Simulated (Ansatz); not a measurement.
# Fitting and testing ρ(T) of Er (P6_3/mmc)

Aim: condense the phonon-limited resistivity of Er (P6_3/mmc) into a transport Debye temperature and an amplitude, and test the fit on a temperature held back.

The resistivities were computed with Ansatz 0.2.0 (DFT PBE, scalar-relativistic, plane waves, norm-conserving pseudopotentials, 4f of the trivalent lanthanide in the core) from the linearised Boltzmann equation with harmonic phonons, on q 3×3×3, k 12×12×6, scattering 18×18×12; the fit below is done by hand on them.

The experiments to compare with:

“CRC Handbook of Chemistry and Physics, 84th edition, Electrical Resistivity of Pure Metals” (2003, CRC Press, section 12, read from Wikipedia's data page) quotes from earlier work for Er (bulk crystal): resistivity at 295 K 86 μΩ cm.

## 1. What is given

It takes space group P6_3/mmc (No. 194, hexagonal). The conventional cell has a = 3.570 Å, b = 3.570 Å, c = 5.529 Å, α = 90.00°, β = 90.00°, γ = 120.00°. Er on site c has 12 Er at 3.45 to 3.57 Å as nearest neighbours.

This is the relaxed cell of the run, from steps not shown here.

The mean resistivity of the three axes from 50 to 800 K, with one row held back; the colder rows stay outside the fit and test it at the end:

```csv
T (K),ρ (μΩ cm)
50,5.661
80,11.76
100,15.59
150,24.76
200,33.68
273,46.58
300,51.36
400,?
500,87.15
600,105.4
800,142.2
```

## 2. The fit

Bloch and Grüneisen's form is ρ(T) = A (T/Θ)⁵ J₅(Θ/T), with J₅(z) the integral of x⁵/((eˣ − 1)(1 − e⁻ˣ)) from 0 to z. It goes as T⁵ far below Θ and as A T/(4Θ) far above. For a trial Θ the best A is the geometric mean of ρ/[(T/Θ)⁵ J₅] over the rows, and the scatter of that ratio measures the fit:

```csv
Θ (K),A (μΩ cm),scatter (%)
88,58.39,8.0
116,78.75,4.5
132,91.02,2.3
146,102.2,0.8
160,113.8,2.6
182,133.1,6.6
220,169.9,14.3
```

The scatter is least at Θ = 146 K, with A = 102.2 μΩ cm (0.8 % r.m.s.).

```csv
T (K),computed,fit
50,5.661,5.643
80,11.76,11.70
100,15.59,15.58
150,24.76,24.91
200,33.68,33.98
273,46.58,47.02
300,51.36,51.81
500,87.15,87.08
600,105.4,104.6
800,142.2,139.7
```

## 3. The row held back

At T = 400 K, Θ/T = 0.365, J₅ = 0.004405 and (T/Θ)⁵ = 154.4, so the fit gives 69.48 μΩ cm. The computed value is 69.14 μΩ cm: the fit is off by +0.49 %. Outside its range, at 20 K, it gives 0.457 against 0.416 μΩ cm computed, 1.10 times that; at that temperature the run's own test moves by 16 % between meshes in the component that moves most. Among the rows used, the largest miss is -1.7 %, at 800 K.

## 4. Reading Θ and A

Θ = 146 K is 1.46 times ħω_log/k_B (100 K) and 0.86 of the highest phonon frequency (170 K). The high-temperature slope of the fit, A/(4Θ), is 0.175 μΩ cm/K. The same slope from the run's transport coupling and plasma energy, 2π k_B λ_tr/(ħ ε₀ ω_p²) with λ_tr = 0.694, 0.694, 0.679 (xx, yy, zz) and ħω_p = 3.56, 3.56, 5.35 (xx, yy, zz) eV, is 0.178 μΩ cm/K in the mean of the axes, +2.0 % from it. For comparison, the computed rows rise by 0.184 μΩ cm/K between the two hottest.

## 5. What came out

```yaml
theta: 146 K
a: 102.2 μΩ cm
scatter_of_the_fit: 0.8 %
held_back_row_at_400_k_fit_against_computed: 69.48 against 69.14 μΩ cm
```

What this shows: Two numbers, Θ = 146 K and A = 102 μΩ cm, hold the computed ρ(T) from 50 to 800 K within 0.82 % r.m.s. and predict the held-back row within 0.49 %. By the run's own test the resistivity at 300 K moves by 10 % between its two finest scattering meshes, in the component that moves most. The mean hides an anisotropy: at 300 K the components are 63.1, 63.1, 27.9 (xx, yy, zz) μΩ cm. The 4f electrons are frozen in the core, and scattering by their moments is left out. Spin–orbit coupling is left out. The fit describes the calculation: impurities, thermal expansion, changes of phase and anharmonicity are in neither.

Comparison with the measured values:

| quantity | measured | q 3×3×3, fine 18×18×12 |
| --- | --- | --- |
| resistivity at 295 K (computed: phonon part alone; the measured value holds the sample's residual resistivity and scattering by disordered moments) (μΩ cm) | 86 | 50.47 (-41.3 %) |

Measured values from CRC Press, section 12, read from Wikipedia's data page (2003).

**Verdict.** The resistivity at 295 K is off by -41.3 %. The magnetic state of these runs (no moments) need not be that of the sample, so the match is not graded.

[Logs are printed without paths, hosts, clocks, repeated set-up lines and the standing remarks that a program may print on its own settings, such as how far it seeks lower states.]

[Hosts, paths, dates, database ids (printed as entryN), source tags and the programs' standing remarks are cut or masked in the printed files.]
